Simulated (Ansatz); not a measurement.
## Mo2CO2 MXene monolayer in a perpendicular field

Aim: how the Mo2CO2 MXene monolayer screens a field along its normal, and what the field does to its bands. A positive field points along +c.

Calculated with Ansatz 0.2.0; plane-wave DFT, PBE-D3(BJ), Ansatz PAW, in the first sound run; inputs show where later runs differ.

Most raw output is cut from this account.

## (1) The structure

The cell holds 5 atoms: 2 O, 2 Mo and 1 C. Its edges and angles: a = 3.025 Å, b = 3.025 Å, c = 22.519 Å, α = 90.0°, β = 90.0°, γ = 120.0°. Vacuum lies along c.

## (2) Relaxing the slab

The starting cell is a guess, so the in-plane lattice and the atoms are relaxed first, with the slab cut off from its images along the normal. The program lengthens the vector along the normal by itself, so c and the volume that it reports differ from the typed ones.

input.yaml

```yaml
crystal:
  lattice:
    - [3.024736, 0.0, 0.0]
    - [-1.512368, 2.6194982157, 0.0]
    - [0.0, 0.0, 22.5190393187]
  atoms:
    - { symbol: O, position: [0.3333333333, 0.6666666667, 0.3996618094] }
    - { symbol: Mo, position: [0.6666666667, 0.3333333333, 0.4470012809] }
    - { symbol: C, position: [0.0, 0.0, 0.5] }
    - { symbol: Mo, position: [0.3333333333, 0.6666666667, 0.5529987191] }
    - { symbol: O, position: [0.6666666667, 0.3333333333, 0.6003381906] }
  periodic: [true, true, false]
kpoints:
  mp_grid: { grid: [12, 12, 1] }
hamiltonian:
  xc: pbe
  dispersion: d3bj
scf:
  occupations: { method: fermi_dirac, width: 0.05 }
  convergence: { dr2_threshold: 1.0e-09 }
relax:
  f_tol: 0.004
  max_steps: 90
  cell: {}
output:
  write_potential: true
  write_density: true
  volumetric_format: npy
```

Command:

```sh
$ ansatz run input.yaml --threads 2 --pin off --max-ram 3072MiB --backend cpu --events-out ev --progress --plain --runs-dir out
```

Wall time 1.8 min (2 threads of Arm Neoverse N1, shared host); peak memory 0.56 GiB; 3.5 min of CPU time.

Step by step:

| step | energy less that of the first step (eV) | largest force component (eV/Å) | volume (Å³) |
| --- | --- | --- | --- |
| 1 | 0.0000 | 1.6087 | 260.19 |
| 2 | -0.1567 | 0.7207 | 268.33 |
| 3 | -0.1663 | 0.5761 | 268.51 |
| 4 | -0.1744 | 0.1004 | 267.63 |
| 5 | -0.1755 | 0.0033 | 268.78 |
| 6 | -0.1757 | 0.0029 | 268.60 |
| 7* | -0.1829 | 0.0033 | 268.60 |
| 8 | -0.1828 | 0.0002 | 268.82 |
| 9* | -0.1829 | 0.0002 | 268.82 |

Relaxation steps marked * repeat the geometry before them on a plane-wave basis chosen anew for their cell, so energy and pressure can jump there.

The run keeps the 12 symmetry operations that it works with, so distortions that break them were not tested.

| cell as run | before | after | change |
| --- | --- | --- | --- |
| a (Å) | 3.025 | 3.074 | +1.6 % |
| b (Å) | 3.025 | 3.074 | +1.6 % |

The atoms that moved most (Å, along periodic axes as changes of fractional coordinates times the final cell, across vacuum about the mean position):

| atom | dx | dy | dz | length |
| --- | --- | --- | --- | --- |
| Mo4 | 0.000 | 0.000 | -0.076 | 0.076 |
| Mo2 | 0.000 | 0.000 | 0.076 | 0.076 |
| O1 | 0.000 | 0.000 | 0.018 | 0.018 |
| O5 | 0.000 | 0.000 | -0.018 | 0.018 |

Final coordinates:

```cif
data_structure
_symmetry_space_group_name_H-M 'P 1'
_symmetry_Int_Tables_number 1
_cell_length_a 3.0745
_cell_length_b 3.0745
_cell_length_c 32.8381
_cell_angle_alpha 90.000
_cell_angle_beta 90.000
_cell_angle_gamma 120.000
_cell_volume 268.82
loop_
_atom_site_label
_atom_site_type_symbol
_atom_site_fract_x
_atom_site_fract_y
_atom_site_fract_z
_atom_site_occupancy
O1 O 0.33333 0.66667 0.27462 1
Mo2 Mo 0.66667 0.33333 0.30885 1
C3 C 0.00000 0.00000 0.34288 1
Mo4 Mo 0.33333 0.66667 0.37691 1
O5 O 0.66667 0.33333 0.41114 1
```

This step gave:

```yaml
energy_at_zero_smearing: -11298.6119 eV
```

The lattice constant a goes from 3.025 to 3.074 Å.

## (3) Atoms held, field 0

A sawtooth potential applies the field, turning back in the middle of the vacuum. With the dipole correction the typed value is the field outside the slab. The induced dipole is small, so the SCF threshold is tight.

The cell differs from the one that the last finished run ended in (c 32.838 → 22.483 Å).

input.yaml

```yaml
crystal:
  lattice:
    - [3.0744902113, 0.0, 0.0]
    - [-1.5372451057, 2.6625866267, 0.0]
    - [0.0, 0.0, 22.4828715233]
  atoms:
    - { symbol: O, position: [0.3333333333, 0.6666666667, 0.4003047382] }
    - { symbol: Mo, position: [0.6666666667, 0.3333333333, 0.4502964892] }
    - { symbol: C, position: [0.0, 0.0, 0.5] }
    - { symbol: Mo, position: [0.3333333333, 0.6666666667, 0.5497035108] }
    - { symbol: O, position: [0.6666666667, 0.3333333333, 0.5996952618] }
kpoints:
  mp_grid: { grid: [18, 18, 1] }
  band_path:
    path: [[0, 0, 0], [0.5, 0, 0], [0.33333333, 0.33333333, 0], [0, 0, 0]]
    npoints: 16
hamiltonian:
  xc: pbe
  dispersion: d3bj
scf:
  occupations: { method: fermi_dirac, width: 0.05 }
  convergence: { dr2_threshold: 1.0e-10 }
efield:
  axis: 3
  dipole_correction: true
  ramp_position: 0.97
  ramp_width: 0.06
  amplitude: 0
output:
  dos: { projected: true, e_range: [-6, 5] }
  bader: true
  write_potential: true
  write_density: true
  volumetric_format: npy
  elf: true
```

The job ended after 72 s (2 threads; peak memory 0.5 GiB; 2.4 min of CPU time).

Numbers from this step:

| Item | Value |
| --- | --- |
| energy at zero smearing | -11298.6124 eV |
| work function, upper face | 6.323 eV |
| dipole along the normal | -3.63e-6 e·Å |

Running mean over a fixed 2.7 Å (it still follows the layers) of the planar mean; the ramp of the sawtooth is left out. Electron's electrostatic potential energy less the Fermi level against z:

z (Å), electron's electrostatic potential energy less the Fermi level (eV) and a bar from the least value:
```
      3.0        6.3 ##############################
      3.5        6.3 ##############################
      4.0        6.3 ##############################
      4.5        6.3 ##############################
      5.0        6.3 ##############################
      5.5        6.3 ##############################
      6.0        6.3 ##############################
      6.5        6.3 ##############################
      7.0        6.1 ##############################
      7.5        4.8 ############################
      8.0        2.2 #########################
      8.5       -1.6 ###################
      9.0       -6.6 #############
      9.5      -10.7 #######
     10.0      -13.5 ####
     10.5      -14.9 ##
     11.0      -16.2 
     11.5      -16.2 
     12.0      -14.8 ##
     12.5      -13.4 ####
     13.0      -10.6 #######
     13.5       -6.4 #############
     14.0       -1.4 ####################
     14.5        2.3 #########################
     15.0        4.9 ############################
     15.5        6.1 ##############################
     16.0        6.3 ##############################
     16.5        6.3 ##############################
     17.0        6.3 ##############################
     17.5        6.3 ##############################
     18.0        6.3 ##############################
     18.5        6.3 ##############################
     19.0        6.3 ##############################
     19.5        6.3 ##############################
```

The density of states has structure finer than the step of the table below, so its rows give means over 0.2 eV, whole bins alone (the curve runs from -6 to 1.61 eV). Peaks (eV: height): -5.92: 14.3, -5.53: 7.87, -4.81: 9.37, -4.35: 10.6, 0.56: 7.11, 1.31: 17.3, 1.44: 11.8.

Table of density of states by energy, zero at the Fermi level; means over each step:

| energy (eV) | density of states (states/eV a cell) |
| --- | --- |
| -5.8 | 4.82 |
| -5.6 | 4.19 |
| -5.4 | 3.19 |
| -5.2 | 3.18 |
| -5.0 | 2.99 |
| -4.8 | 5.33 |
| -4.6 | 4.32 |
| -4.4 | 6.04 |
| -4.2 | 3.72 |
| -4.0 | 2.56 |
| -3.8 | 4.16 |
| -3.6 | 2.55 |
| -3.4 | 2.11 |
| -3.2 | 1.94 |
| -3.0 | 2.97 |
| -2.8 | 2.02 |
| -2.6 | 0.654 |
| -2.4 | 0.847 |
| -2.2 | 1.54 |
| -2.0 | 1.80 |
| -1.8 | 3.60 |
| -1.6 | 1.48 |
| -1.4 | 1.27 |
| -1.2 | 1.18 |
| -1.0 | 1.24 |
| -0.8 | 1.25 |
| -0.6 | 1.60 |
| -0.4 | 2.58 |
| -0.2 | 1.99 |
| 0.0 | 2.00 |
| 0.2 | 2.39 |
| 0.4 | 4.01 |
| 0.6 | 4.87 |
| 0.8 | 1.67 |
| 1.0 | 1.30 |
| 1.2 | 2.82 |
| 1.4 | 10.0 |

Projected DOS per atom over height of the atomic layer and energy from the Fermi level. Layers: O Mo C Mo O from below.

Ten even steps from '0' (0.09 states/eV) to '9' (2.88 states/eV), each cell a mean:
```
19191
02020
03030
06060
02020
02020
01010
01010
00000
11011
11011
10001
10001
20102
20002
31113
31013
61016
52025
21012
22222
34243
```
Columns: height of the atomic layer (Å) from 9 to 13.5; rows upwards: energy from the Fermi level (eV) from -5.96 to 1.6.

Electronic bands along the path, in eV, zero at the Fermi level:

| point | band 19 | band 20 | band 21 | band 22 | band 23 | band 24 | band 25 | band 26 |
| --- | --- | --- | --- | --- | --- | --- | --- | --- |
| Γ | -2.33 | -2.33 | -2.27 | -2.27 | -0.61 | 0.29 | 0.29 | 1.89 |
| halfway | -3.71 | -2.87 | -2.00 | -0.66 | 0.42 | 0.76 | 1.27 | 1.80 |
| M | -3.14 | -2.79 | -2.27 | 0.31 | 0.33 | 1.23 | 1.35 | 1.84 |
| halfway | -4.01 | -3.15 | -1.51 | 0.09 | 0.10 | 1.34 | 1.45 | 1.98 |
| K | -4.04 | -4.04 | -0.59 | -0.45 | -0.45 | 1.50 | 1.50 | 2.12 |
| halfway | -3.81 | -3.04 | -1.59 | -0.86 | 0.66 | 1.07 | 1.35 | 1.75 |
| Γ | -2.33 | -2.33 | -2.27 | -2.27 | -0.61 | 0.29 | 0.29 | 1.89 |

ELF in the ca plane at fractional y = 0.333, with atoms of Mo and O within 0.2 Å of it. It is the smooth field of the valence electrons, not physical close to the nuclei.

Values, 5 rows by 16 columns, each cell a mean:
```
0.00 0.00 0.00 0.00 0.00 0.00 0.04 0.17 0.54 0.38 0.23 0.48 0.74 0.25 0.01 0.00
0.00 0.00 0.00 0.00 0.00 0.00 0.01 0.17 0.60 0.49 0.17 0.59 0.72 0.39 0.02 0.00
0.00 0.00 0.00 0.00 0.00 0.00 0.05 0.18 0.54 0.38 0.23 0.48 0.73 0.26 0.01 0.00
0.00 0.00 0.00 0.00 0.00 0.01 0.18 0.49 0.23 0.46 0.32 0.23 0.20 0.03 0.00 0.00
0.00 0.00 0.00 0.00 0.00 0.01 0.18 0.51 0.22 0.47 0.32 0.21 0.18 0.03 0.00 0.00
```
Columns run along c (16.0 Å, from fractional 0.07 to 0.78 of the cell), rows up along a (3.1 Å). Atoms in or near the plane, at fractional coordinates: Mo at (0.45, 0.67), O at (0.60, 0.67).

Electrostatic potential energy in the ca plane at fractional y = 0.333, with atoms of Mo and O within 0.2 Å of it. With pseudopotentials it is smooth inside the atoms' cores, unlike the true potential.

Ten even steps from '0' (-52 eV) to '9' (7 eV), each cell a mean:
```
99999999999999999999975224788878779999999999
99999999999999999999861000588887215999999999
99999999999999999999850000488885003899999999
99999999999999999999861000588887325999999999
99999999999999999999986335788778889999999999
99999999999999999999988778887656899999999999
99999999999999999999988888876546899999999999
99999999999999999999988777887667899999999999
```
Columns run along c (16.0 Å, from fractional 0.07 to 0.78 of the cell; values clipped at the 3rd and 97th percentile), rows up along a (3.1 Å). Atoms in or near the plane, at fractional coordinates: Mo at (0.45, 0.67), O at (0.60, 0.67).

Valence density in the ca plane at fractional y = 0.333, with atoms of Mo and O within 0.2 Å of it. It is the smooth field of the valence electrons, not physical close to the nuclei.

Ten steps, logarithmic in the rise over the least value, from '0' (0.0 e/Å³) to '9' (6.9 e/Å³), each cell a mean:
```
00000000000000001235776443334564310000000000
00000000000000001258998533336897420000000000
00000000000000001258999632236998520000000000
00000000000000001247998533335887410000000000
00000000000000001235665444444554210000000000
00000000000000012344344444554322100000000000
00000000000000013443334455564321000000000000
00000000000000012344444444554332100000000000
```
Columns run along c (16.0 Å, from fractional 0.12 to 0.83 of the cell), rows up along a (3.1 Å). Atoms in or near the plane, at fractional coordinates: Mo at (0.45, 0.67), O at (0.60, 0.67).

The work function of the upper face is 6.32 eV.

## (4) Atoms held, field 0.05 V/Å

Changes to input.yaml since step 3:

```diff
@@ -27,6 +27,4 @@
   ramp_width: 0.06
-  amplitude: 0
+  amplitude: 0.05
 output:
-  dos: { projected: true, e_range: [-6, 5] }
-  bader: true
   write_potential: true
@@ -34,2 +32 @@
   volumetric_format: npy
-  elf: true
```

Elapsed: 37 s, on 2 threads; peak memory 0.49 GiB.

The dipole is 0.0124 e·Å.

## (5) Single point, field -0.05 V/Å

Changes to input.yaml since step 4:

```diff
@@ -27,3 +27,3 @@
   ramp_width: 0.06
-  amplitude: 0.05
+  amplitude: -0.05
 output:
```

Wall time 39 s (2 threads); peak memory 0.48 GiB; 75 s of CPU time.

The dipole is -0.0124 e·Å.

## (6) Single point, field 0.1 V/Å

Changes to input.yaml since step 5:

```diff
@@ -27,3 +27,3 @@
   ramp_width: 0.06
-  amplitude: -0.05
+  amplitude: 0.1
 output:
```

The job ended after 38 s (2 threads; peak memory 0.48 GiB).

The dipole is 0.0248 e·Å.

## (7) Single point, field 0.2 V/Å

Changes to input.yaml since step 6:

```diff
@@ -27,3 +27,3 @@
   ramp_width: 0.06
-  amplitude: 0.1
+  amplitude: 0.2
 output:
```

Run time: 39 s. Hardware: 2 threads; peak memory 0.48 GiB; 76 s of CPU time.

The dipole is 0.0497 e·Å.

## (8) Single point, field 0.3 V/Å

Changes to input.yaml since step 7:

```diff
@@ -27,4 +27,6 @@
   ramp_width: 0.06
-  amplitude: 0.2
+  amplitude: 0.3
 output:
+  dos: { projected: true, e_range: [-6, 5] }
+  bader: true
   write_potential: true
@@ -32 +34,2 @@
   volumetric_format: npy
+  elf: true
```

Run time: 76 s. Hardware: 2 threads; peak memory 0.48 GiB; 2.5 min of CPU time.

The dipole is 0.0745 e·Å.

## (9) Response, atoms held

This step: plane-wave DFT, PBE-D3(BJ), Ansatz PAW; response to a field along the normal, atoms held (Ansatz 0.2.0).

The dipoles give the slope, and the difference of two potentials shows where the field is screened.

This step gave:

```
equivalent conductor thickness p/(ε₀AE) : 5.490 Å
distance between the outer atoms        : 4.483 Å
```

Dipole of the cell against applied field:

| applied field (V/Å) | dipole of the cell (e·Å) |
| --- | --- |
| -0.050 | -0.0124 |
| 0.000 | -3.6e-6 |
| 0.050 | 0.0124 |
| 0.100 | 0.0248 |
| 0.200 | 0.0497 |
| 0.300 | 0.0745 |

Local field over the applied field, running mean. From the potentials at -0.05 and 0.05 V/Å; running mean over 2.5 Å. Table of local field over applied field by z:

z (Å), local field over applied field and a bar:
```
      4.5      1.000 ##############################
      5.0      0.999 ##############################
      5.5      0.998 ##############################
      6.0      0.993 ##############################
      6.5      0.977 #############################
      7.0      0.928 ############################
      7.5      0.822 #########################
      8.0      0.670 ####################
      8.5      0.493 ###############
      9.0      0.320 #########
      9.5      0.172 #####
     10.0      0.077 ##
     10.5      0.029 
     11.0      0.015 
     11.5      0.015 
     12.0      0.030 
     12.5      0.079 ##
     13.0      0.176 #####
     13.5      0.325 #########
     14.0      0.499 ###############
     14.5      0.676 ####################
     15.0      0.826 #########################
     15.5      0.931 ############################
     16.0      0.978 #############################
     16.5      0.993 ##############################
     17.0      0.998 ##############################
     17.5      1.000 ##############################
     18.0      1.000 ##############################
```

Electrons, planar mean, per unit field. Table of induced electron density by z:

| z (Å) | induced electron density (e/Å³ per V/Å) |
| --- | --- |
| 4.08 | 6.9e-8 |
| 4.50 | 5.3e-7 |
| 4.92 | 1.4e-6 |
| 5.20 | 3.0e-6 |
| 5.62 | 9.2e-6 |
| 6.04 | 2.8e-5 |
| 6.46 | 8.3e-5 |
| 6.74 | 1.7e-4 |
| 7.17 | 4.6e-4 |
| 7.59 | 0.00119 |
| 8.01 | 0.00266 |
| 8.29 | 0.00366 |
| 8.71 | 0.00258 |
| 9.13 | 0.00208 |
| 9.56 | 5.2e-4 |
| 9.84 | 3.0e-5 |
| 10.26 | 4.9e-4 |
| 10.68 | 2.8e-4 |
| 11.10 | 2.0e-4 |
| 11.38 | -2.0e-4 |
| 11.80 | -2.8e-4 |
| 12.23 | -4.9e-4 |
| 12.65 | -3.0e-5 |
| 12.93 | -5.2e-4 |
| 13.35 | -0.00208 |
| 13.77 | -0.00258 |
| 14.19 | -0.00366 |
| 14.47 | -0.00266 |
| 14.89 | -0.00119 |
| 15.32 | -4.6e-4 |
| 15.74 | -1.7e-4 |
| 16.02 | -8.3e-5 |
| 16.44 | -2.8e-5 |
| 16.86 | -9.2e-6 |
| 17.28 | -3.0e-6 |
| 17.56 | -1.4e-6 |
| 17.99 | -5.3e-7 |
| 18.41 | -6.4e-8 |

By hand: between -0.05 and 0.05 V/Å the dipole changes by 0.02484 e·Å, a slope of 0.2484 e·Å²/V. A perfect conductor of thickness t has p = ε₀AEt, so t = 180.95 × 0.2484 / 8.186 = 5.49 Å (e/ε₀ = 180.95 V·Å, A in Å²).

The induced dipole is that of a conductor 5.49 Å thick.

(Continued in part 2 of 2.)

[Logs are printed without paths, hosts, clocks, repeated set-up lines and the standing remarks that a program may print on its own settings, such as how far it seeks lower states.]

[Hosts, paths, dates, database ids (printed as entryN), source tags and the programs' standing remarks are cut or masked in the printed files.]

[Maps of the electrostatic potential energy from Ansatz leave out the sawtooth potential of an applied field or a dipole correction, so their vacuum need not be flat; planar profiles and work functions include it.]
